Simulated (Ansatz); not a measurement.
**Band gap of Cs2PbI2Cl2 (I4/mmm) from density functionals to GW**

Aim: the gap of Cs2PbI2Cl2 (I4/mmm) at several levels of theory on one structure, with the time that each takes.

Calculated with Ansatz 0.2.0; density functionals, hybrids and G0W0, plane waves, PAW.

Most raw output is cut from this account.

In doubt: masses and optical values from hybrid runs of this build are listed as unsure (step 7), which bears on the screening that GW takes from such a start.

## (1) Starting point

It takes space group I4/mmm (No. 139, tetragonal). Conventional cell: a = 5.768 Å, b = 5.768 Å, c = 19.486 Å, α = 90.00°, β = 90.00°, γ = 90.00°. Cs has 4 Cl at 3.86 Å and 5 I at 3.94 to 4.13 Å nearest. Pb has 4 Cl at 2.88 Å and 2 I at 3.24 Å nearest. Nearest to I lie 1 Pb at 3.24 Å and 5 Cs at 3.94 to 4.13 Å. Cl has 2 Pb at 2.88 Å and 4 Cs at 3.86 Å nearest. Farther neighbours and most contacts between anions are not listed.

Structure file:

```cif
data_structure
_symmetry_space_group_name_H-M 'P 1'
_symmetry_Int_Tables_number 1
_cell_length_a 10.5620
_cell_length_b 10.5620
_cell_length_c 10.5620
_cell_angle_alpha 148.309
_cell_angle_beta 148.309
_cell_angle_gamma 45.429
_cell_volume 324.12
loop_
_atom_site_label
_atom_site_type_symbol
_atom_site_fract_x
_atom_site_fract_y
_atom_site_fract_z
_atom_site_occupancy
Cs1 Cs 0.36865 0.36865 0.00000 1
Cs2 Cs 0.63135 0.63135 0.00000 1
Pb3 Pb 0.00000 0.00000 0.00000 1
I4 I 0.16633 0.16633 0.00000 1
I5 I 0.83367 0.83367 0.00000 1
Cl6 Cl 0.50000 0.00000 0.50000 1
Cl7 Cl 0.00000 0.50000 0.50000 1
```

The cell and positions are those that the Materials Project relaxed with its own functionals (PBE, PBE+U or r2SCAN), kept fixed. Spin-orbit coupling is left out unless a step names it.

The logs state that the PAW files were generated under PBE.

## (2) PBE on the 6×6×6 mesh

Levels along a band path and on the mesh show where this functional puts the band edges.

This step: DFT, PBE, plane waves, PAW; PAW set soft_1.

input.yaml reads:

```yaml
crystal:
  lattice:
    - [-2.8838975, 2.8838975, 9.7428095]
    - [2.8838975, -2.8838975, 9.7428095]
    - [2.8838975, 2.8838975, -9.7428095]
  atoms:
    - { symbol: Cs, position: [0.368645, 0.368645, 0.0] }
    - { symbol: Cs, position: [0.631355, 0.631355, 0.0] }
    - { symbol: Pb, position: [0.0, 0.0, 0.0] }
    - { symbol: I, position: [0.166328, 0.166328, 0.0] }
    - { symbol: I, position: [0.833672, 0.833672, 0.0] }
    - { symbol: Cl, position: [0.5, 0.0, 0.5] }
    - { symbol: Cl, position: [0.0, 0.5, 0.5] }
kpoints:
  mp_grid: { grid: [6, 6, 6] }
  band_path:
    path:
      - [[0.0, 0.0, 0.0], [0.0, 0.0, 0.5], [0.25, 0.25, 0.25], [0.0, 0.5, 0.0], [0.0, 0.0, 0.0], [0.5, 0.5, -0.5], [0.27190439, 0.72809561, -0.27190439]]
      - [[-0.27190439, 0.27190439, 0.27190439], [0.0, 0.0, 0.0]]
      - [[0.0, 0.0, 0.5], [-0.04380879, 0.04380879, 0.5]]
      - [[0.5, 0.5, -0.04380879], [0.5, 0.5, -0.5]]
    npoints: 10
hamiltonian:
  xc: pbe
  pseudopotentials: { kind: paw, azcp: { folder: soft_1 } }
scf:
  occupations: { method: fermi_dirac, width: 0.02 }
  n_extra_bands: 6
output:
  eigenvalues: true
  forces: true
  stress: true
  write_density: true
  write_potential: true
  elf: true
  volumetric_format: npy
```

Started as:

```sh
$ ansatz run input.yaml --threads 2 --pin off --max-ram 92160MiB --backend cuda --events-out ev --progress --plain --runs-dir out --devices 1 --max-vram 13GiB
```

The job ended after 13 s (1 × NVIDIA H100 80GB HBM3 (shared by 6 runs) with 2 threads of AMD EPYC 7R13 (Zen 3), shared host; peak memory 1.3 GiB; 18 s of CPU time).

Numbers from this step:

- pressure: -0.03677 GPa
- filled bands: 40
- gap: 2.518 eV
- valence top at: X
- conduction bottom at: X
- least direct gap: 2.518 eV

Over mesh and path the gap is 2.518 eV, direct, at k = (0.000, 0.000, 0.500).

## (3) PBE+SOC on the 6×6×6 mesh

This run has two-component orbitals with spin-orbit coupling.

This step: DFT, PBE with spin-orbit coupling, plane waves, PAW; PAW set soft_1.

input.yaml reads:

```yaml
crystal:
  lattice:
    - [-2.8838975, 2.8838975, 9.7428095]
    - [2.8838975, -2.8838975, 9.7428095]
    - [2.8838975, 2.8838975, -9.7428095]
  atoms:
    - { symbol: Cs, position: [0.368645, 0.368645, 0.0] }
    - { symbol: Cs, position: [0.631355, 0.631355, 0.0] }
    - { symbol: Pb, position: [0.0, 0.0, 0.0] }
    - { symbol: I, position: [0.166328, 0.166328, 0.0] }
    - { symbol: I, position: [0.833672, 0.833672, 0.0] }
    - { symbol: Cl, position: [0.5, 0.0, 0.5] }
    - { symbol: Cl, position: [0.0, 0.5, 0.5] }
kpoints:
  mp_grid: { grid: [6, 6, 6] }
  band_path:
    path:
      - [0.0, 0.0, 0.0]
      - [0.0, 0.0, 0.5]
      - [0.25, 0.25, 0.25]
      - [0.0, 0.5, 0.0]
      - [0.5, 0.5, -0.5]
      - [0.27190439, 0.72809561, -0.27190439]
      - [-0.27190439, 0.27190439, 0.27190439]
      - [-0.04380879, 0.04380879, 0.5]
    npoints: 1
hamiltonian:
  xc: pbe
  pseudopotentials: { kind: paw_fr, azcp: { folder: soft_1 } }
scf:
  occupations: { method: fixed }
  n_extra_bands: 12
magnetization:
  noncollinear: true
  spin_orbit: true
output:
  eigenvalues: true
  forces: true
  stress: true
```

The job ended after 18 s (1 × NVIDIA H100 80GB HBM3 (shared by 6 runs) with 2 threads; peak memory 1.3 GiB; 26 s of CPU time).

This step gave:

```
pressure             : -0.04423 GPa
gap                  : 1.656 eV
valence top at       : X
conduction bottom at : X
least direct gap     : 1.656 eV
```

Over mesh and listed points the gap is 1.656 eV, direct, at k = (0.000, 0.000, 0.500). PBE+SOC against PBE: 1.656 − 2.518 = −0.862 eV, with the same mesh, set of files (read in its fully relativistic form for the spin-orbit run) and cutoff, and both edges at the same k points. The spin-orbit run sees mesh and listed points alone, so its gap is an upper bound: the coupling can move an edge off these points, and the change over the zone, its sign included where it is small, is not known.

## (4) r2SCAN on the 6×6×6 mesh

r2SCAN is a meta-GGA: it depends on the kinetic-energy density as well as on the density and its gradient.

This step: DFT, r2SCAN, plane waves, PAW; PAW set soft_1.

input.yaml: that of step 3 with these lines changed.

```diff
@@ -27,10 +27,7 @@
 hamiltonian:
-  xc: pbe
-  pseudopotentials: { kind: paw_fr, azcp: { folder: soft_1 } }
+  xc: r2scan
+  pseudopotentials: { kind: paw, azcp: { folder: soft_1 } }
 scf:
   occupations: { method: fixed }
-  n_extra_bands: 12
-magnetization:
-  noncollinear: true
-  spin_orbit: true
+  n_extra_bands: 6
 output:
```

The job ended after 18 s (1 × NVIDIA H100 80GB HBM3 (shared by 6 runs) with 2 threads; peak memory 1.5 GiB; 19 s of CPU time).

Numbers from this step:

```
pressure             : -0.5810 GPa
gap                  : 2.901 eV
valence top at       : X
conduction bottom at : X
least direct gap     : 2.901 eV
```

Over mesh and listed points the gap is 2.901 eV, direct, at k = (0.000, 0.000, 0.500). r2SCAN against PBE: 2.901 − 2.518 = +0.383 eV. The runs also differ in plane-wave cutoff (420 eV and 500 eV), so how much of this comes from the functional alone is not known.

## (5) HSE06 on the 4×4×4 mesh

HSE06 mixes in a quarter of exact exchange at short range.

This step: DFT, HSE06, plane waves, PAW; PAW set soft_1.

input.yaml: that of step 4 with these lines changed.

```diff
@@ -14,3 +14,3 @@
 kpoints:
-  mp_grid: { grid: [6, 6, 6] }
+  mp_grid: { grid: [4, 4, 4] }
   band_path:
@@ -27,3 +27,3 @@
 hamiltonian:
-  xc: r2scan
+  xc: hse06
   pseudopotentials: { kind: paw, azcp: { folder: soft_1 } }
@@ -34,3 +34,5 @@
   eigenvalues: true
-  forces: true
-  stress: true
+  write_density: true
+  write_potential: true
+  elf: true
+  volumetric_format: npy
```

Elapsed: 1.7 min, on 1 × NVIDIA H100 80GB HBM3 (shared by 6 runs) with 2 threads; peak memory 2.8 GiB; 2.3 min of CPU time.

Numbers from this step:

```yaml
gap: 3.255 eV
valence_top_at: X
conduction_bottom_at: X
least_direct_gap: 3.255 eV
exact_exchange_fraction: 0.25
```

Over mesh and listed points the gap is 3.255 eV, direct, at k = (0.000, 0.000, 0.500). HSE06 against PBE: 3.255 − 2.518 = +0.737 eV. The runs also differ in mesh (6×6×6 and 4×4×4), so how much of this comes from the functional alone is not known.

## (6) G0W0@PBE, 4×4×4 mesh, 1090 empty bands, screening to 130 eV, PAW set soft_1 files

G0W0 replaces the xc potential by a self-energy built once from the orbitals of the start. Levels are corrected in the window of bands that the input names, at points of the mesh.

This step: G0W0 on PBE, plane waves, PAW; PAW set soft_1.

input.yaml reads:

```yaml
crystal:
  lattice:
    - [-2.8838975, 2.8838975, 9.7428095]
    - [2.8838975, -2.8838975, 9.7428095]
    - [2.8838975, 2.8838975, -9.7428095]
  atoms:
    - { symbol: Cs, position: [0.368645, 0.368645, 0.0] }
    - { symbol: Cs, position: [0.631355, 0.631355, 0.0] }
    - { symbol: Pb, position: [0.0, 0.0, 0.0] }
    - { symbol: I, position: [0.166328, 0.166328, 0.0] }
    - { symbol: I, position: [0.833672, 0.833672, 0.0] }
    - { symbol: Cl, position: [0.5, 0.0, 0.5] }
    - { symbol: Cl, position: [0.0, 0.5, 0.5] }
kpoints:
  mp_grid: { grid: [4, 4, 4] }
hamiltonian:
  xc: pbe
  pseudopotentials: { kind: paw, azcp: { folder: soft_1 } }
scf:
  occupations: { method: fixed }
gw:
  n_empty_bands: 1090
  ecut_chi: 130.0
  qp_bands: [v2, c2]
  qp_kpoints: band_edges
  screening: { model: contour_deformation }
```

It took 2.6 min on 1 × NVIDIA H100 80GB HBM3 (shared by 6 runs) with 2 threads; peak memory 5.4 GiB; 4.4 min of CPU time.

This step gave:

```yaml
bands_summed: 1130
rpa_eps_infinity_on_this_mesh_eigenvalues: 3.354, 3.354, 3.358
plane_waves_in_the_screening_matrix: 1087
g0w0_gap_over_the_corrected_points: 4.046 eV
k_of_the_valence_top: 0, 0, -0.5
k_of_the_conduction_bottom: 0, 0, -0.5
starting_gap_on_the_mesh: 2.516 eV
z_at_the_valence_top: 0.7791
z_at_the_conduction_bottom: 0.8075
least_direct_g0w0_gap_over_the_corrected_points: 4.046 eV
```

Over all 13 irreducible mesh points the G0W0 gap is 4.046 eV, direct, at k = (0.000, 0.000, -0.500). The PBE gap of this run on the mesh is 2.516 eV. The two states that bound the G0W0 gap lie that far apart at the start, so the correction of the gap is 4.046 − 2.516 = +1.530 eV.

## (7) G0W0@HSE06, 4×4×4 mesh, 1090 empty bands, screening to 130 eV, PAW set soft_1 files

This step: G0W0 on HSE06, plane waves, PAW; PAW set soft_1.

input.yaml: that of step 6 with these lines changed.

```diff
@@ -16,3 +16,3 @@
 hamiltonian:
-  xc: pbe
+  xc: hse06
   pseudopotentials: { kind: paw, azcp: { folder: soft_1 } }
```

It took 9.1 min on 1 × NVIDIA H100 80GB HBM3 (shared by 6 runs) with 2 threads; peak memory 6.9 GiB; 13 min of CPU time.

This step gave:

```
bands summed                                    : 1130
RPA ε∞ on this mesh (eigenvalues)               : 2.838, 2.838, 2.943
plane waves in the screening matrix             : 1087
G0W0 gap over the corrected points              : 4.436 eV
k of the valence top                            : 0, 0, -0.5
k of the conduction bottom                      : 0, 0, -0.5
starting gap on the mesh                        : 3.255 eV
Z at the valence top                            : 0.8105
Z at the conduction bottom                      : 0.8333
least direct G0W0 gap over the corrected points : 4.436 eV
```

Over 10 of 13 irreducible mesh points the G0W0 gap is 4.436 eV, direct, at k = (0.000, 0.000, -0.500). The HSE06 gap of this run on the mesh is 3.255 eV. The two states that bound the G0W0 gap lie that far apart at the start, so the correction of the gap is 4.436 − 3.255 = +1.181 eV. G0W0@HSE06 against G0W0@PBE with 1130 bands: 4.436 − 4.046 = +0.390 eV, with the same mesh, files and cutoffs, and both edges at the same k points.

## (8) All levels together

Each gap is the least one over the points named; times are wall times on shared hosts, not benchmarks. A G0W0 time includes the run's own self-consistent start. Runs with listed points see these and the mesh alone, so an edge that moves elsewhere is missed. Rows marked * are further runs, not shown as steps, whose inputs differ from the G0W0 step on the same start in the columns given; solver thresholds can differ too. Symmetry makes (0.000, 0.000, 0.500) and (0.000, 0.000, -0.500) one point.

```
     level   mesh       files, cutoff  bands summed, screening                            points  gap (eV)             valence top       conduction bottom  least direct gap (eV)     time
       PBE  6×6×6  soft_1 PAW, 420 eV                        -                     mesh and path     2.518   (0.000, 0.000, 0.500)   (0.000, 0.000, 0.500)                  2.518     13 s
   PBE+SOC  6×6×6  soft_1 PAW, 420 eV                        -            mesh and listed points     1.656   (0.000, 0.000, 0.500)   (0.000, 0.000, 0.500)                  1.656     18 s
    r2SCAN  6×6×6  soft_1 PAW, 500 eV                        -            mesh and listed points     2.901   (0.000, 0.000, 0.500)   (0.000, 0.000, 0.500)                  2.901     18 s
     HSE06  4×4×4  soft_1 PAW, 420 eV                        -            mesh and listed points     3.255   (0.000, 0.000, 0.500)   (0.000, 0.000, 0.500)                  3.255  1.7 min
 G0W0@PBE*  4×4×4  soft_1 PAW, 420 eV               219, 39 eV    all 13 irreducible mesh points     3.806  (0.000, 0.000, -0.500)  (0.000, 0.000, -0.500)                  3.806     43 s
 G0W0@PBE*  4×4×4  soft_1 PAW, 420 eV               547, 78 eV    all 13 irreducible mesh points     3.932  (0.000, 0.000, -0.500)  (0.000, 0.000, -0.500)                  3.932     77 s
  G0W0@PBE  4×4×4  soft_1 PAW, 420 eV             1130, 130 eV    all 13 irreducible mesh points     4.046  (0.000, 0.000, -0.500)  (0.000, 0.000, -0.500)                  4.046  2.6 min
G0W0@HSE06  4×4×4  soft_1 PAW, 420 eV             1130, 130 eV  10 of 13 irreducible mesh points     4.436  (0.000, 0.000, -0.500)  (0.000, 0.000, -0.500)                  4.436  9.1 min
```

## (9) What came out

| Item | Value |
| --- | --- |
| PBE, over mesh and path | 2.518 eV |
| PBE+SOC, over mesh and listed points | 1.656 eV |
| r2SCAN, over mesh and listed points | 2.901 eV |
| HSE06, over mesh and listed points | 3.255 eV |
| G0W0@PBE (1130 bands, 4×4×4), over all 13 irreducible mesh points | 4.046 eV |
| G0W0@HSE06, over 10 of 13 irreducible mesh points | 4.436 eV |
| known limits | finite bands, screening cutoff and k mesh; no spin-orbit coupling in G0W0; screening cutoff under 40 eV in some runs |

In words: The rows run from 1.656 eV (PBE+SOC) to 4.436 eV (G0W0@HSE06). They differ in mesh, plane-wave cutoff, bands and screening cutoff of G0W0 and the points over which the gap was sought as well as in level, so only pairs that share these are like for like. PBE+SOC against PBE: 1.656 − 2.518 = −0.862 eV, with the same mesh, set of files (read in its fully relativistic form for the spin-orbit run) and cutoff, and both edges at the same k points. The spin-orbit run sees mesh and listed points alone, so its gap is an upper bound: the coupling can move an edge off these points, and the change over the zone, its sign included where it is small, is not known. G0W0@HSE06 against G0W0@PBE with 1130 bands: 4.436 − 4.046 = +0.390 eV, with the same mesh, files and cutoffs, and both edges at the same k points. G0W0@PBE (1130 bands, 4×4×4) moves the gap of its own start on the mesh by 4.046 − 2.516 = +1.530 eV, between the same two levels. Both edges that PBE shows over mesh and path lie at k points where levels were corrected. Levels at other points were not corrected, so a lower G0W0 gap elsewhere in the zone is not ruled out. G0W0@HSE06 moves the gap of its own start on the mesh by 4.436 − 3.255 = +1.181 eV, between the same two levels. Both edges that HSE06 shows over mesh and listed points lie at k points where levels were corrected. Levels at other points were not corrected, so a lower G0W0 gap elsewhere in the zone is not ruled out. What spin-orbit coupling does to the G0W0 levels was not computed, so no sum with the G0W0 gap is formed. For G0W0@PBE: from 219 bands and 39 eV to 1130 bands and 130 eV the gap moves by 4.046 − 3.806 = +0.240 eV (rung by rung 3.806, 3.932, 4.046 eV); bands and screening cutoff rise together, so their parts are not told apart. A line in one over the bands through the two highest rungs gives 4.046 + (4.046 − 3.932) × 547 / (1130 − 547) = 4.153 eV, and through the pair below 3.932 + (3.932 − 3.806) × 219 / (547 − 219) = 4.016 eV. The two differ by 0.137 eV, not under the 0.030 eV asked, so the law does not hold well over these rungs and the limit is not known. The other G0W0 rows are shown at one basis each (1130 bands), so their distance from the limit is not known here. The G0W0 runs are scalar-relativistic. No pair of G0W0 runs that differ in the mesh alone is shown (4×4×4 is a supercell whose nearest images lie 23 Å apart), so the error from the mesh is not known here. G0W0 is shown with one set of atomic data (soft_1 PAW), so the error from the files is not known here. A screening cutoff under 40 eV is crude: G0W0@PBE with 219 bands at 39 eV. Failed or unusable runs of this series, left out of the table: G0W0@PBE (4×4×4 mesh, soft_1 PAW files, 420 eV, 1090 empty bands) reached its time limit after 6 min.

[Paths, hosts, dates, memory and timing lines, banners, echoed tables and standing remarks are left out of the program output.]

[Logs are printed without paths, hosts, clocks, repeated set-up lines and the standing remarks that a program may print on its own settings, such as how far it seeks lower states.]

[Runs of the session that timed out or met a known fault of the program may be left out.]

[Cells called generated may have been cut or substituted from an entry of the Crystallography Open Database or the Materials Project.]

[Hosts, paths, dates, database ids (printed as entryN), source tags and the programs' standing remarks are cut or masked in the printed files.]

[Where an RPA ε∞ is given, it is that of the G0W0 mesh and is not shown converged in it. Names of k-points follow the symmetry that the program found, which can be lower than the space group named. Band edges on a path are those of the sampled points; other points can move an edge, and change direct to indirect where valleys lie close.]

[Hybrid gaps are those of their k-mesh and are not shown converged in it.]
